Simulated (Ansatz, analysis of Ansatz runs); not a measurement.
# Vacancy formation of the monovacancy in Ni (PBEsol), part 2 of 2

Subject: monovacancy in Ni. Wanted: its vacancy formation, in one set-up (PBEsol, 64-site cell, PBEsol lattice, 420 eV, k: 3x3x3 Gamma-centred). The model is a cell of 64 host atoms with 1 Ni taken out. The formation energy is the energy of the cell with the vacancy less that of the same number of atoms in the perfect cell. A local or semilocal functional is the cheapest first rung.

Ansatz 0.2.0; PBEsol, 64-site cell, PBEsol lattice, 420 eV, k: 3x3x3 Gamma-centred.

So far: Set-up; Relaxation, charge 0.

### 2. Relaxation, charge 0 (continued)

Level of this step: plane-wave PAW DFT, PBEsol; relaxation of all atoms of a defect supercell (Ansatz).

The steps of the relaxation:

```
step  energy less that of the first step (eV)  largest force component (eV/Å)
   1                                   0.0000                          0.1809
   2                                  -0.0283                          0.1272
   3                                  -0.0528                          0.0071
   4                                  -0.0528                          0.0072
```

The run keeps the 48 symmetry operations that it works with, so distortions that break them were not tested.

The atoms that moved most (Å):

```
atom      dx      dy      dz  length
Ni27   0.000   0.020   0.020   0.029
Ni39   0.020   0.000   0.020   0.029
Ni42   0.020   0.020   0.000   0.029
Ni28  -0.020   0.000   0.020   0.029
Ni40   0.000  -0.020   0.020   0.029
Ni45   0.000   0.020  -0.020   0.029
Ni31  -0.020   0.020   0.000   0.029
Ni57   0.020   0.000  -0.020   0.029
```

Neighbours of the ideal centre at the end:

```
atom  distance (Å)
Ni27         2.420
Ni39         2.420
Ni42         2.420
Ni31         2.420
Ni54         2.420
Ni57         2.420
Ni28         2.420
Ni45         2.420
Ni40         2.420
Ni43         2.420
Ni46         2.420
Ni58         2.420
```

Read from the output:

| Quantity | Value |
| --- | --- |
| free energy | -365711.5074 eV |
| smearing term TS | 0.01601 eV |
| total moment | 43.64 μB |
| integral of the absolute spin density | 49.04 μB |
| spin contamination | 0.4197 |

The relaxation ends 0.8 meV an atom lower, with a largest force component of 0.0072 eV/Å.

### 3. Defect-free supercell

The perfect cell is run with the same cutoff and k-points as the defect cell, so that sampling errors largely cancel in the difference.

This step: plane-wave PAW DFT, PBEsol; single point of the defect-free supercell.

System of this step: The cell holds 64 atoms: 64 Ni. Cell: a = 9.795 Å, b = 9.795 Å, c = 9.795 Å, α = 60.0°, β = 60.0°, γ = 60.0°.

The input, host/input.yaml:

```yaml
crystal:
  lattice:
    - [0.0, 6.9261693552, 6.9261693552]
    - [6.9261693552, 0.0, 6.9261693552]
    - [6.9261693552, 6.9261693552, 0.0]
  atoms:
    - { symbol: Ni, position: [0.0, 0.0, 0.0], spin: 0.7 }
    - { symbol: Ni, position: [0.0, 0.0, 0.25], spin: 0.7 }
    - { symbol: Ni, position: [0.0, 0.0, 0.5], spin: 0.7 }
    - { symbol: Ni, position: [0.0, 0.0, 0.75], spin: 0.7 }
    - { symbol: Ni, position: [0.0, 0.25, 0.0], spin: 0.7 }
    - { symbol: Ni, position: [0.0, 0.25, 0.25], spin: 0.7 }
    - { symbol: Ni, position: [0.0, 0.25, 0.5], spin: 0.7 }
    - { symbol: Ni, position: [0.0, 0.25, 0.75], spin: 0.7 }
[... 50 atom lines left out ...]
    - { symbol: Ni, position: [0.75, 0.5, 0.5], spin: 0.7 }
    - { symbol: Ni, position: [0.75, 0.5, 0.75], spin: 0.7 }
    - { symbol: Ni, position: [0.75, 0.75, 0.0], spin: 0.7 }
    - { symbol: Ni, position: [0.75, 0.75, 0.25], spin: 0.7 }
    - { symbol: Ni, position: [0.75, 0.75, 0.5], spin: 0.7 }
    - { symbol: Ni, position: [0.75, 0.75, 0.75], spin: 0.7 }
magnetization:
  spin_polarized: true
basis:
  ecutwfc: 420
  xc_grid: 2
hamiltonian:
  xc: pbesol
kpoints:
  mp_grid: { grid: [3, 3, 3] }
scf:
  occupations: { method: methfessel_paxton, width: 0.1 }
  max_iter: 120
output:
  forces: true
```

Run with:

```
> ansatz run input.yaml --threads 4 --pin off --max-ram 14131MiB --backend cpu --events-out ev --progress --plain --runs-dir out
```

Numbers of over 12 decimals in the logs are rounded to 6 here.

The log of the run:

```text
[...]
Crystal: 64 atoms, lattice volume = 664.522 Å³
Basis set: ecut = 420 eV, 12939 PW (Γ), exchange–correlation on 144×144×144 points (8 copies of the dense FFT grid, shifted against one another)
Bands: 719, of which v1, the nominal top of the filled ones, is band 576 counted from 1 (575 counted from 0)
Symmetry: 3072 space group operations
[...]
k-points: 4 of 27
[...]
Starting moments: Σ|m| = 44.8 μB on 64 of 64 sites
[...]
SCF iter   1: F=—  HF=-371475.751328 eV  |F-HF|=—  |Δ(HF+E_count)|=         —  Δρ=1.04e-1 (↑1.98e-2 ↓1.04e-1)  dr2=5.74e1  dr2_m=1.17e1  M=53.749 μB ∫|m|=56.430 μB  β_m=0.30  ethr=3.10e-3  ⟨swp⟩=4.8  Hψ=17082  notcnv=0  defer=123
[...]
SCF iter  15: F=-371518.160146 eV  HF=-371518.160146 eV  |F-HF|=1.98e-8  |Δ(HF+E_count)|=   1.34e-6  S|Δr|=    0.00e0  Δρ=2.36e-6 (↑8.64e-7 ↓2.36e-6)  dr2=1.77e-8  dr2_m=6.76e-9  M=44.436 μB ∫|m|=49.784 μB  ethr=8.68e-12  ⟨swp⟩=2.9  Hψ=18619  notcnv=0
SCF 1 converged in 15 iterations: F = -371518.160146 eV  dr2 = 1.77e-8
[...]
this state was not tested for a lower state beside it, because cold or Methfessel-Paxton smearing, or corrected tetrahedra, fill the levels in a way that the test cannot read (fill_not_monotonic; see scf.lower_state_search)
SCF converged after 15 iterations
Magnetization: 44.4364 μB (598.2182 up, 553.7818 down)
Absolute magnetization: 49.8382 μB (∫|ρ↑−ρ↓|, with the PAW one-centre terms)
[...]
Per-site moments (μB) at R_I (Å): [(0.730761, 1.010118), (0.730761, 1.010118), (0.730761, 1.010118), [... 61 left out ...]
Free energy (F): -371518.160146 eV
[...]
Internal energy: -371518.142839 eV  (E = F + TS)
E sigma→0 (E₀):  -371518.155819 eV
Entropy (-TS):   -0.017307 eV (-0.270 meV/atom)
Fermi energy:    19.100893 eV
[...]
```

Run time: 3.8 min. Hardware: 4 threads of Arm Neoverse V2, shared host; peak memory 8.2 GiB; 15 min of CPU time.

This step gave:

```yaml
free_energy: -371518.1601 eV
smearing_term_ts: 0.01731 eV
total_moment: 44.44 μB
integral_of_the_absolute_spin_density: 49.84 μB
spin_contamination: 0.4143
```

The cell carries a net spin moment of 44.44 μB and an absolute one of 49.84 μB.

### 4. What came out

```json
{"energy gained by relaxing the atoms": "0.05 eV", "vacancy formation energy at fixed volume, 0 K": "1.68 eV", "moment of the cell": "43.6 μB", "time of the whole chain": "17 min on 4 threads"}
```

Vacancy formation energy: computed 1.68 eV, measured 1.6 eV; 0.08 eV above the measurement. The calculation is for 0 K; measured enthalpies come from near the melting point and hold vibrational and anharmonic parts. Semilocal functionals misjudge the energy of a vacancy's internal surface; LDA and PBEsol usually give larger values than PBE.

[Logs are printed without paths, hosts, clocks, repeated set-up lines and the standing remarks that a program may print on its own settings, such as how far it seeks lower states.]

[Hosts, paths, dates, database ids (printed as entryN), source tags and the programs' standing remarks are cut or masked in the printed files.]

[For some hosts the program warned that the k-mesh of the response run may be too coarse for force constants and the static dielectric constant; such warnings are not shown here.]
